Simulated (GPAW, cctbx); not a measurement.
## Bonding in SbPtW as X-rays see it

Question: by how much does bonding change the X-ray structure factors of SbPtW, how firmly does DFT give the change, and what does a routine refinement make of it?

The cell comes from substitution in a known structure type and wasn't matched to any measured phase. All numbers below are calculated.

**1. Relax the structure**

The density hangs on the geometry, so cell and atoms are relaxed first, with the symmetry held. The cutoff is set higher than for the density because stress converges slowly with plane waves.

Settings: GPAW 26.7.0, PBE, 570 eV, 5×3×3 k-points (along the axes of the calculation cell), Fermi–Dirac width 0.1 eV, BFGS to 0.03 eV/Å.

```text
cell
1.0
     0.000000000    0.000000000    4.164000000
     6.954000000    0.000000000    0.000000000
    -3.477000000    6.022340658    0.000000000
Pt W Sb
3 3 3
Direct
0.000000000 0.751700000 0.000000000
0.000000000 0.248300000 0.248300000
0.000000000 0.000000000 0.751700000
0.500000000 0.425200000 0.000000000
0.500000000 0.574800000 0.574800000
0.500000000 0.000000000 0.425200000
0.500000000 0.000000000 0.000000000
0.000000000 0.666666667 0.333333333
0.000000000 0.333333333 0.666666667
```

```console
$ OMP_NUM_THREADS=1 mpirun -n 4 gpaw python run.py > gpaw.log
```

```text
BFGS:    0      -61.888464        1.630619
BFGS:    1      -61.990948        1.520203
BFGS:    2      -62.396112        0.672170
BFGS:    3      -62.443008        0.549599
...
BFGS:   11      -62.624001        0.044301
BFGS:   12      -62.624143        0.041369
BFGS:   13      -62.624385        0.022909
cell  4.2975 6.6257 6.6257  120.00 90.00 90.00
volume 163.384 A^3, largest force 0.024 eV/A, largest stress 0.05 GPa
```

After 13 steps the volume has changed by -6.3 % and the energy by -0.736 eV; the largest stress left is 0.05 GPa. It took 7.4 min on 4 cores of Arm Neoverse V1 (shared host), peak memory 1.4 GiB.

Relaxed structure: P-62m (no. 189), a = 6.6257 Å, b = 6.6257 Å, c = 4.2975 Å, α = 90.00°, β = 90.00°, γ = 120.00°.

| atom | mult. | x | y | z |
| --- | --- | --- | --- | --- |
| Pt1 | 3 | 0.7483 | 0 | 0 |
| W1 | 3 | 0.4223 | 0 | 1/2 |
| Sb1 | 1 | 0 | 0 | 1/2 |
| Sb2 | 2 | 2/3 | 1/3 | 0 |

**2. The all-electron density**

X-rays see the whole electron density, so the PAW density is rebuilt with its core regions. Subtracting spherical free atoms from the same code cancels the cores and leaves the deformation density Δρ, the part due to bonding.

Settings: PBE, 450 eV, 6×4×4 k-points (along the axes of the calculation cell), Fermi–Dirac width 0.1 eV; primitive cell of 9 atoms.

```console
$ OMP_NUM_THREADS=1 mpirun -n 4 gpaw python run.py > gpaw.log
```

```text
|iter:   1|       0s |  -64.514640 | +0.72 |       |
|iter:   2|       3s |  -63.615515 | -0.99 | -1.28 |
|iter:   3|       7s |  -62.506762 | -1.54 | -1.38 |
...
|iter:  11|      32s |  -62.319881c| -6.46 | -4.85c|
|iter:  12|      35s |  -62.319881c| -6.99 | -5.28c|
|iter:  13|      38s |  -62.319881c| -7.63c| -6.08c|
```

```text
grid (48, 70, 70)  electrons 609.000  moved by bonding 2.104 e
deformation density beyond 0.5 A of the nuclei: max 0.225, min -0.180 e/A^3
atom        x       y       z   Voronoi charge  moment
Pt1    0.0000  0.7483  0.0000     -0.014       0.00
Pt2    0.0000  0.2517  0.2517     -0.014       0.00
Pt3    0.0000  0.0000  0.7483     -0.014       0.00
W 4    0.5000  0.4223  0.0000     -0.012       0.00
W 5    0.5000  0.5777  0.5777     -0.012       0.00
W 6    0.5000  0.0000  0.4223     -0.012       0.00
Sb7    0.5000  0.0000  0.0000      0.014       0.00
Sb8    0.0000  0.6667  0.3333      0.032       0.00
Sb9    0.0000  0.3333  0.6667      0.032       0.00
mean inner potential of superposed free atoms 30.015 V
total magnetic moment 0.000 muB
```

Deformation density in a plane through the shortest contact of the Pt atom at the origin, in 0.01 e/Å³ (clipped at ±99); x from -1.6 to 4.1 Å, y from 2.4 down to -2.4 Å:

```text
  2  -5  -1   .   .  -5  -4   0   1   1   1  -1  -6  -5   .   .
 -1  -6  -5   0  -4  -7  -4  -1   0   0   1  -1  -4  -4   .   .
 -1  -3  -4  -2   0   0   0  -1  -1  -1   1   2   1  -6  -9  -5
  0   0   3   6   7   4   2   1  -1  -2  -2   2   7   5   1  -1
  1   1   0   0  -2  -1  -1   2   0  -5  -7  -5   0   4   3   2
  1   0  -4  -9   .  -3  -2   4   3  -5  -3   .  -4  -5  -1   0
  2   0  -6  -4   .   .  -9   6   4  -5   .   .  -4  -7  -3  -1
  1   2  -3  -2   .  -6  -3   4   3  -5  -3   .  -4  -5  -1   0
  0   3   0  -2  -5  -6  -3   2   0  -5  -7  -5  -1   4   3   1
  0   3   3   2   0   0   1   1   0  -2  -2   2   7   5   0  -3
  2   3   2   2   2   2   1   0  -1  -1   1   3   2  -6 -10  -9
  3  -1  -2  -3  -5  -2   1   0  -1  -1   1   1  -2  -1   .   .
 -1  -5  -1  -1  -9  -4   1   1  -2  -2   1   3  -1  -8   .   .
```

Atoms in or within 0.15 Å of the plane: Pt (0.0, 0.0), Pt (3.8, 2.2), Pt (3.8, -2.2), Sb (2.5, 0.0) Å. Dots mark points within about 0.45 Å of a nucleus; large values next to them are atomic features.

Hardly any net charge crosses the Voronoi midplanes, which need not mean no transfer: free-atom tails already reach into the neighbours' cells. Along the shortest contact from the Pt atom at the map's origin, Pt–Sb at 2.52 Å, Δρ is +0.07 e/Å³ at the midpoint: a modest build-up. At the midpoints of other shortest contacts it is +0.09 (W–Sb, 2.80 Å), +0.03 (Pt–Pt, 2.89 Å) and +0.03 (Pt–W, 3.05 Å) e/Å³. Point values carry grid noise of about 0.01 e/Å³. The run needed 13 iterations, 53 s.

**3. Structure factors**

The Fourier components of Δρ, added to those of the free atoms, give the static X-ray structure factors; the Mott–Bethe relation turns them into the Fourier components V of the potential that fast electrons feel.

```text
static structure factors of the conventional cell: F in electrons, V (Mott-Bethe) in volts
   h  k  l      d  |F| table  |F| free   |F| DFT   change   |V| free  |V| DFT  change %
   1  0  0  5.7380    19.193    19.159    19.072   -0.087     0.423    0.504     19.0
   0  0  1  4.2975    59.161    59.058    58.653   -0.405     2.042    2.252     10.3
   1  0  1  3.4397    31.418    31.304    31.283   -0.021     0.097    0.090     -7.2
   1  1  0  3.3128    31.919    31.783    31.765   -0.017     1.171    1.203      2.8
   2  0  0  2.8690    68.048    68.004    67.916   -0.088     2.509    2.530      0.8
   1  1  1  2.6238   252.016   251.837   251.560   -0.277     8.304    8.358      0.6
   2  0  1  2.3861   277.260   277.076   276.593   -0.482     9.539    9.616      0.8
   2  1  0  2.1688   225.929   225.689   225.176   -0.513     6.697    6.765      1.0
   0  0  2  2.1488   488.739   488.308   487.540   -0.768    15.633   15.732      0.6
   1  0  2  2.0123    15.828    15.865    15.824   -0.042     0.426    0.431      1.1
   2  1  1  1.9362   118.645   118.655   118.350   -0.304     3.959    3.991      0.8
   3  0  0  1.9127   223.798   223.629   223.220   -0.409     7.269    7.311      0.6
   1  1  2  1.8027    29.323    29.249    29.134   -0.115     0.673    0.684      1.7
   3  0  1  1.7474    55.058    55.074    54.977   -0.097     1.763    1.772      0.5
```

The largest X-ray change is -0.77 e on 002, 0.2 % of |F|. For electrons V goes as (Z − F)/g², so a change of F counts against Z − F, which is small at low angle and wherever the atoms' terms cancel: |V| of 100 moves by +19.0 % (0.42 to 0.50 V) against -0.5 % in |F|. The last three rows still change by up to 0.41 e; the table stops while the angles are still low. The tabulated Hartree–Fock atoms differ from the free DFT atoms by up to 0.43 e, so the choice of reference atom matters too.

**4. The functional ladder**

The same geometry is run with other functionals, to see whether the bonding signal is larger than the spread between approximations. Free atoms are LDA for LDA and PBE otherwise; meta-GGAs and hybrids keep PBE cores. Any other changed setting is in the row's label.

```csv
run,ΔF 002 (e),ΔF 210 (e),ΔF 201 (e),q(Pt) (e),moved (e),time
PBE,-0.768,-0.513,-0.482,-0.014,2.104,53 s
LDA,-0.761,-0.508,-0.464,-0.017,2.009,50 s
r2SCAN,-0.680,-0.458,-0.433,-0.041,2.213,2.1 min
```

At the base's settings ΔF(002) spans -0.768 to -0.680 e, a spread of 11 % of the PBE value; over the three listed reflections the spread is at most 11 %, so sign and size hold across the functionals. Times are from shared hosts.

**5. Refining ordinary atoms against data with bonding**

Routine crystallography fits spherical atoms. To see the bias, intensities are simulated from tabulated atoms plus the DFT change ΔF, so that bonding alone can misfit (7488 reflections of the full sphere, merged to the counts below, to 0.45 Å, 1 % proportional noise plus counting noise, assumed isotropic U as listed, Δρ smeared by the mean U) and refined with cctbx over different ranges.

| range | data | R1 | GooF | U Pt1 (true 0.0045) | U W1 (true 0.0046) | U Sb1 (true 0.0053) | U Sb2 (true 0.0053) | largest shift (Å) | Δρ max, min (e/Å³) |
| --- | --- | --- | --- | --- | --- | --- | --- | --- | --- |
| all data | 735 | 0.0043 | 0.95 | 0.0045 | 0.0046 | 0.0053 | 0.0053 | 0.0001 | 0.59, -0.68 |
| low resolution, d > 0.84 | 127 | 0.0031 | 0.97 | 0.0044 | 0.0045 | 0.0052 | 0.0052 | 0.0002 | 0.18, -0.32 |
| high order, d < 0.75 | 559 | 0.0050 | 0.95 | 0.0045 | 0.0046 | 0.0053 | 0.0053 | 0.0001 | 0.58, -0.47 |
| occupancies free, d > 0.7 | 215 | 0.0031 | 0.93 | 0.0044 | 0.0046 | 0.0052 | 0.0052 | 0.0000 | 0.28, -0.42 |

With all data GooF is 0.95, so at this noise the bonding hardly shows; the top residual peak lies 1.85 Å from Pt and 1.85 Å from Pt. No U is off by more than 3 s.u. at low resolution. With Pt1 held at 1 and the scale free, the other occupancies refine to W1 1.001(0.001), Sb1 1.001(0.002) and Sb2 1.000(0.002), within three s.u. of full.

**6. Answer**

Bonding moves 2.10 e in the primitive cell of SbPtW and changes the structure factors of the conventional cell in the table above by at most 0.77 e (002, 0.2 %), and among reflections above 2 % of the strongest by up to 0.7 % (001). The shortest bond, Pt–Sb, has Δρ = +0.07 e/Å³ at its midpoint. At the base's settings ΔF(002) spans -0.768 to -0.680 e, a spread of 11 % of the PBE value; over the three listed reflections the spread is at most 11 %, so sign and size hold across the functionals. With all data GooF is 0.95, so at this noise the bonding hardly shows. Limits: static density, frozen cores, no spin–orbit coupling.

[Outputs are excerpts: Python notices, other lines and further rows are left out; steps that failed or that the build refused (PBEsol, TPSS) are not shown.]

[Logs are printed without paths, hosts, clocks, repeated set-up lines and the standing remarks that a program may print on its own settings, such as how far it seeks lower states.]
